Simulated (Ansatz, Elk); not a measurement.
## How far do independent atoms describe NaTaO2?

The structure of NaTaO2 used here is made up (a known structure type with other elements) and was relaxed beforehand with PBE. The aim is the Fourier transform of its all-electron density, F(hkl), set beside the sum over free spherical atoms that refinements use.

Calculated with Elk 11.2.3 (patched build); DFT, PBE, all-electron APW+lo, Dirac cores, scalar-relativistic bands, static density, no spin.

The structure was built from a prototype and need not be the compound's stable phase.

### Step 1. Starting point

Symmetry: R-3m, No. 166, trigonal system. The conventional cell has a = 2.937 Å, b = 2.937 Å, c = 17.939 Å, α = 90.00°, β = 90.00°, γ = 120.00°. Ta has 6 O at 2.19 Å nearest. Na has 6 O at 2.34 Å nearest. O has 3 Ta at 2.19 Å and 3 Na at 2.34 Å nearest. Farther neighbours and most contacts between anions are not listed.

### Step 2. Ground state and structure factors

An all-electron density is needed, since X-rays see the cores too. Task 0 finds the density and task 195 Fourier-transforms it; tshift is off so that phases refer to the origin typed.

Input file elk.in:

```
tasks
  0
  195

xctype
  20

spinpol
  .false.

rgkmax
  7.0

gmaxvr
  14.0

lmaxo
  7

lmaxapw
  8

swidth
  0.002

tshift
  .false.

ramdisk
  .false.

hmaxvr
  5.5

maxscl
  120

epspot
  1e-06

sppath
  './'

avec
  2.77463571052 1.60193667401 11.29981557920
  -2.77463571052 1.60193667401 11.29981557920
  0.00000000000 -3.20387334910 11.29981557904

atoms
  3
  'Ta.in'
  1
  -0.0000000000 -0.0000000000 -0.0000000000   0.000000 0.000000 0.000000
  'Na.in'
  1
  0.5000000000 0.5000000000 0.5000000000   0.000000 0.000000 0.000000
  'O.in'
  2
  0.7435382149 0.7435382149 0.7435382149   0.000000 0.000000 0.000000
  0.2564617851 0.2564617851 0.2564617851   0.000000 0.000000 0.000000

ngridk
  9 9 9
```

Started as:

```sh
> OMP_NUM_THREADS=4 elk
```

Numbers of over 12 decimals in the logs are rounded to 6 here.

Log:

```text
┌─────────────────────────┐
│ Elk code version 11.2.3 │
└─────────────────────────┘

All units are atomic (Hartree, Bohr, etc.)

┌─────────────────────────────────────────────────┐
│ Ground-state run starting from atomic densities │
└─────────────────────────────────────────────────┘

Lattice vectors :
   2.774635711       1.601936674       11.29981558
  -2.774635711       1.601936674       11.29981558
   0.000000000      -3.203873349       11.29981558

Reciprocal lattice vectors :
   1.132254098      0.6537072082      0.1853477243
  -1.132254098      0.6537072082      0.1853477243
  0.1729675714E-16  -1.307414417      0.1853477242

Unit cell volume      :    301.3518914
Brillouin zone volume :   0.8231247938

Muffin-tin inner radius fraction :   0.1000000000E-01

Nuclei treated as point charges

Species : 1 (Ta)
 parameters loaded from : Ta.in
 name : tantalum
 nuclear charge    :   -73.00000000
 electronic charge :    73.00000000
 atomic mass :    329847.8435
 muffin-tin radius :    2.483377643
 number of radial points in muffin-tin :   1393
 inner part over the whole radius :   0.9914469623E-02
 number on inner part of muffin-tin    :    996
 approximate nuclear radius :   0.1005189763E-03
 number of mesh points to nuclear radius :    523
 atomic positions (lattice), magnetic fields (Cartesian) :
  1 :   0.00000000  0.00000000  0.00000000    0.00000000  0.00000000  0.00000000

Species : 2 (Na)
 parameters loaded from : Na.in
 name : sodium
 nuclear charge    :   -11.00000000
 electronic charge :    11.00000000
 atomic mass :    41907.78703
 muffin-tin radius :    2.200000000
 number of radial points in muffin-tin :    793
 inner part over the whole radius :   0.9883648912E-02
 number on inner part of muffin-tin    :    551
 approximate nuclear radius :   0.5574345702E-04
 number of mesh points to nuclear radius :    238
 atomic positions (lattice), magnetic fields (Cartesian) :
  1 :   0.50000000  0.50000000  0.50000000    0.00000000  0.00000000  0.00000000

Species : 3 (O)
 parameters loaded from : O.in
 name : oxygen
 nuclear charge    :   -8.000000000
 electronic charge :    8.000000000
 atomic mass :    29165.12205
 muffin-tin radius :    1.596457056
 number of radial points in muffin-tin :    593
 inner part over the whole radius :   0.9840391087E-02
 number on inner part of muffin-tin    :    406
 approximate nuclear radius :   0.5115538663E-04
 number of mesh points to nuclear radius :    174
 atomic positions (lattice), magnetic fields (Cartesian) :
  1 :  -0.25646179 -0.25646179 -0.25646179    0.00000000  0.00000000  0.00000000
  2 :   0.25646179  0.25646179  0.25646179    0.00000000  0.00000000  0.00000000

Total number of atoms per unit cell :    4
Total muffin-tin volume :    142.8423507
 ratio of muffin-tin to unit cell volume :   0.4740051573

Spin treatment :
 spin-unpolarised

Number of Bravais lattice symmetries :   12
Number of crystal symmetries         :   12
Crystal has inversion symmetry
Real symmetric eigensolver will be used

k-point grid :      9     9     9
k-point offset :    0.000000000       0.000000000       0.000000000
k-point set is reduced with full crystal symmetry group
Total number of k-points :       85

Muffin-tin radius times maximum |G+k| :    7.000000000
 using average radius
Maximum |G+k| for APW functions       :    3.554972425
Maximum (1/2)|G+k|²                   :    6.318914470
Maximum |G| for potential and density :    14.00000000
Constant for pseudocharge density :    9
 order of it for each species :   16  16  16
 order of it for pair densities of each species (exact exchange by exxq0 0: 17) :   15  12   5
Radial integration step length :    1

G-vector grid sizes :     54    54    54
Number of G-vectors :    13995

Maximum angular momentum used for
 APW functions            :    8
 outer part of muffin-tin :    7
 inner part of muffin-tin :    2

Total nuclear charge    :   -100.0000000
Total core charge       :    52.00000000
Total valence charge    :    48.00000000
[...]
xc potential                :     -444.48329241738
 exchange                    :     -344.02447144519
 correlation                 :     -5.363499
 electron entropic           :    -0.18536553254005E-03
 total energy                :     -15940.010199165

Density of states at Fermi energy :    15.66218139
 (states/Hartree/unit cell)

Estimated indirect band gap :   0.8927335703E-03
 from k-point 81 to k-point 65
Estimated direct band gap   :   0.1859828422E-01
 at k-point 65

Charges :
 core                        :    52.00000000
 valence                     :    48.00000000
 interstitial                :    4.377549866
 muffin-tins (core leakage)
  species : 1 (Ta)
   atom 1                    :    70.23937497     (  0.1905149610E-05)
  species : 2 (Na)
   atom 1                    :    10.08563334     ( -0.9715865534E-07)
  species : 3 (O)
[...]
total in muffin-tins        :    95.62245013
 total calculated charge     :    99.99436351
 total charge                :    100.0000000
 error                       :   0.5636486046E-02

RMS change in Kohn-Sham potential (target) :    1.027782617     (  0.1000000000E-05)
Absolute change in total energy (target)   :   0.4361639615     (  0.1000000000E-03)

[... loops 3 to 14 left out ...]

┌──────────────────┐
│ Loop number : 15 │
└──────────────────┘

Energies :
 Fermi                       :     0.331773
 sum of occupied eigenvalues :     -9721.9046304563
 electron kinetic            :      17854.858281340
 core electron kinetic       :      17182.697971040
 Coulomb                     :     -33444.860591778
 Coulomb potential           :     -27120.541914442
 nuclear-nuclear             :     -1141.3795827460
 electron-nuclear            :     -37511.692384678
 Hartree                     :      5208.2113756461
 Madelung                    :     -19884.589634557
 xc potential                :     -456.22099735489
 exchange                    :     -343.81365462071
 correlation                 :     -5.379962
 electron entropic           :    -0.33945111760780E-03
 total energy                :     -15939.196266305

Density of states at Fermi energy :    25.95195382
 (states/Hartree/unit cell)

Estimated indirect band gap :   0.1890024164E-02
 from k-point 81 to k-point 65
Estimated direct band gap   :   0.8697967014E-02
 at k-point 65

Charges :
 core                        :    52.00000000
 valence                     :    48.00000000
 interstitial                :    4.681268260
 muffin-tins (core leakage)
  species : 1 (Ta)
[...]
species : 2 (Na)
[...]
species : 3 (O)
[...]
total in muffin-tins        :    95.31873174
 total calculated charge     :    99.99473072
 total charge                :    100.0000000
 error                       :   0.5269283245E-02

RMS change in Kohn-Sham potential (target) :   0.6361240947E-06 (  0.1000000000E-05)
Absolute change in total energy (target)   :   0.5515307930E-04 (  0.1000000000E-03)

Convergence targets achieved

┌──────────────────┐
│ Loop number : 16 │
└──────────────────┘

Energies :
 Fermi                       :     0.331773
 sum of occupied eigenvalues :     -9721.9046143401
 electron kinetic            :      17854.858284796
 core electron kinetic       :      17182.697971246
 Coulomb                     :     -33444.860580247
 Coulomb potential           :     -27120.541912518
 nuclear-nuclear             :     -1141.3795827460
 electron-nuclear            :     -37511.692363516
 Hartree                     :      5208.2113660156
 Madelung                    :     -19884.589623988
 xc potential                :     -456.22098661855
 exchange                    :     -343.81365445536
 correlation                 :     -5.379962
 electron entropic           :    -0.33945107721693E-03
 total energy                :     -15939.196251151

Density of states at Fermi energy :    25.95195110
 (states/Hartree/unit cell)

Estimated indirect band gap :   0.1890024688E-02
 from k-point 81 to k-point 65
Estimated direct band gap   :   0.8697972557E-02
 at k-point 65

Charges :
 core                        :    52.00000000
 valence                     :    48.00000000
 interstitial                :    4.681268014
 muffin-tins (core leakage)
  species : 1 (Ta)
[...]
species : 2 (Na)
   atom 1                    :    10.13434550     ( -0.9715865223E-07)
  species : 3 (O)
   atom 1                    :    7.160098218     ( -0.1548657464E-06)
   atom 2                    :    7.160098218     ( -0.1548657464E-06)
 total in muffin-tins        :    95.31873199
 total calculated charge     :    99.99473072
 total charge                :    100.0000000
 error                       :   0.5269283651E-02

┌──────────────────────────────┐
│ Self-consistent loop stopped │
└──────────────────────────────┘

Wrote STATE.OUT
```

The job ended after 42 s (4 threads of Arm Neoverse V1, shared host; peak memory 0.18 GiB; 2.3 min of CPU time).

SFACRHO.OUT:

```text

h k l indices transformed by vhmat matrix:
   1.000000000       0.000000000       0.000000000    
   0.000000000       1.000000000       0.000000000    
   0.000000000       0.000000000       1.000000000    

      h      k      l  multipl.   |H|            Re(F)            Im(F)           |F|

      0      0      0      1   0.0000000       100.00000      0.25753814E-16   100.00000    
     -1     -1     -1      2  0.55604317       61.666179     -0.41820976E-14   61.666179    
      2      2      2      2   1.1120863       60.178815     -0.16597700E-13   60.178815    
      0      0     -1      6   1.3204871       52.785166     -0.47048598E-14   52.785166    
     -1      0     -1      6   1.3589509       57.885211      0.12676983E-13   57.885211    
     -2     -1     -1      6   1.5029947       78.255978      0.10324553E-13   78.255978    
     -2     -2     -1      6   1.6025533       48.942036     -0.17251153E-13   48.942036    
     -3     -3     -3      2   1.6681295       47.093470     -0.29274683E-13   47.093470    
      3      2      2      6   1.8419195       51.475748      0.36593354E-13   51.475748    
      3      3      2      6   1.9768597       69.744342     -0.18688749E-13   69.744342    
      4      4      4      2   2.2241727       65.386154      0.26138110E-14   65.386154    
      0     -1      1      6   2.2645082       65.570593     -0.11031129E-14   65.570593    
      3      3      4      6   2.2681954       51.689784     -0.19864964E-13   51.689784    
     -1     -2      0     12   2.3317764       46.161975     -0.26138110E-14   46.161975    
      4      3      4      6   2.4220115       47.553246      0.33456781E-13   47.553246    
     -3     -2     -1     12   2.5228423       49.240023      0.10716625E-13   49.240023    
      1     -1      1      6   2.6213896       42.987344      0.26138110E-14   42.987344    
      0      2      0      6   2.6409742       48.105226     -0.80701415E-14   48.105226
```

Elk indexes on the primitive cell of elk.in and gives |H| = 4π sin θ/λ in inverse bohr. Below, one row stands for each form hkl of the conventional cell (m members, Friedel mates merged), F is for one primitive cell and the density is static (no thermal factor). Free-atom factors are Waasmaier and Kirfel's, and R is Σm||F|−|F'||/Σm|F|.

| hkl | m | sin θ/λ (Å⁻¹) | abs F, DFT | neutral atoms | diff. |
| --- | --- | --- | --- | --- | --- |
| 003 | 2 | 0.084 | 61.666 | 61.673 | -0.007 |
| 006 | 2 | 0.167 | 60.179 | 60.754 | -0.575 |
| 101 | 6 | 0.199 | 52.785 | 52.933 | -0.147 |
| 012 | 6 | 0.204 | 57.885 | 58.566 | -0.681 |
| 104 | 6 | 0.226 | 78.256 | 78.067 | +0.189 |
| 015 | 6 | 0.241 | 48.942 | 49.075 | -0.133 |
| 009 | 2 | 0.251 | 47.093 | 47.116 | -0.022 |
| 107 | 6 | 0.277 | 51.476 | 51.629 | -0.153 |
| 018 | 6 | 0.297 | 69.744 | 69.760 | -0.016 |
| 0 0 12 | 2 | 0.335 | 65.386 | 65.413 | -0.027 |
| 110 | 6 | 0.341 | 65.571 | 65.646 | -0.076 |
| 1 0 10 | 6 | 0.341 | 51.690 | 51.825 | -0.136 |
| 113 | 12 | 0.351 | 46.162 | 46.224 | -0.062 |
| 0 1 11 | 6 | 0.364 | 47.553 | 47.593 | -0.040 |
| 116 | 12 | 0.379 | 49.240 | 49.265 | -0.025 |
| 021 | 6 | 0.394 | 42.987 | 43.019 | -0.032 |
| 202 | 6 | 0.397 | 48.105 | 48.098 | +0.008 |
| 024 | 6 | 0.409 | 59.026 | 59.088 | -0.062 |
| 1 0 13 | 6 | 0.412 | 39.510 | 39.502 | +0.008 |
| 205 | 6 | 0.417 | 41.110 | 41.046 | +0.064 |
| 0 0 15 | 2 | 0.418 | 45.428 | 45.430 | -0.002 |
| 119 | 12 | 0.423 | 39.973 | 39.923 | +0.050 |

### Step 3. The highest occupied states alone

An energy window below the Fermi level keeps the highest occupied states, to see at which angles they scatter; shallow core shells can lie inside it and anion s states outside. No new self-consistency is needed.

elk.in: that of step 2 with these lines changed.

```diff
@@ -1,3 +1,2 @@
 tasks
-  0
   195
@@ -40,2 +39,5 @@
 
+wsfac
+  -0.219470 0.631770
+
 sppath
```

Started as:

```sh
> OMP_NUM_THREADS=4 elk
```

Log:

```text
┌─────────────────────────────────┐
│ Elk code version 11.2.3 started │
└─────────────────────────────────┘

Info(readinput): the functional depends on the density's gradient
 muffin-tin radial points multiplied by    2.00000
 (not where nrmtscf is given)

┌────────────────────┐
│ Current task : 195 │
└────────────────────┘
Info(checkmt): changed muffin-tin radius of species 1 (Ta) from   2.8000 to   2.4834
Info(checkmt): changed muffin-tin radius of species 3 (O) from   1.8000 to   1.5965

Info(sfacrho): density structure factors written to SFACRHO.OUT

 Energy window :  -0.2194700000      0.6317700000

┌──────────────────┐
│ Elk code stopped │
└──────────────────┘
```

Elapsed: 6 s, on 4 threads; peak memory 0.16 GiB; 8.9 s of CPU time.

States within 15 eV below the Fermi level hold 14.00 electrons; any levels below the window count with the cores. Their amplitudes can exceed the total, where window and core parts have opposite phase:

| hkl | sin θ/λ (Å⁻¹) | abs F, window | abs F, all |
| --- | --- | --- | --- |
| 003 | 0.084 | 3.515 | 61.666 |
| 006 | 0.167 | 5.103 | 60.179 |
| 101 | 0.199 | 0.329 | 52.785 |
| 012 | 0.204 | 4.872 | 57.885 |
| 104 | 0.226 | 4.989 | 78.256 |
| 015 | 0.241 | 0.434 | 48.942 |
| 009 | 0.251 | 0.821 | 47.093 |
| 107 | 0.277 | 0.731 | 51.476 |
| 018 | 0.297 | 3.161 | 69.744 |
| 0 0 12 | 0.335 | 2.456 | 65.386 |

(Continued in part 2 of 2.)

[Logs are printed without paths, hosts, clocks, repeated set-up lines and the standing remarks that a program may print on its own settings, such as how far it seeks lower states.]

[Hosts, paths, dates, database ids (printed as entryN), source tags and the programs' standing remarks are cut or masked in the printed files.]
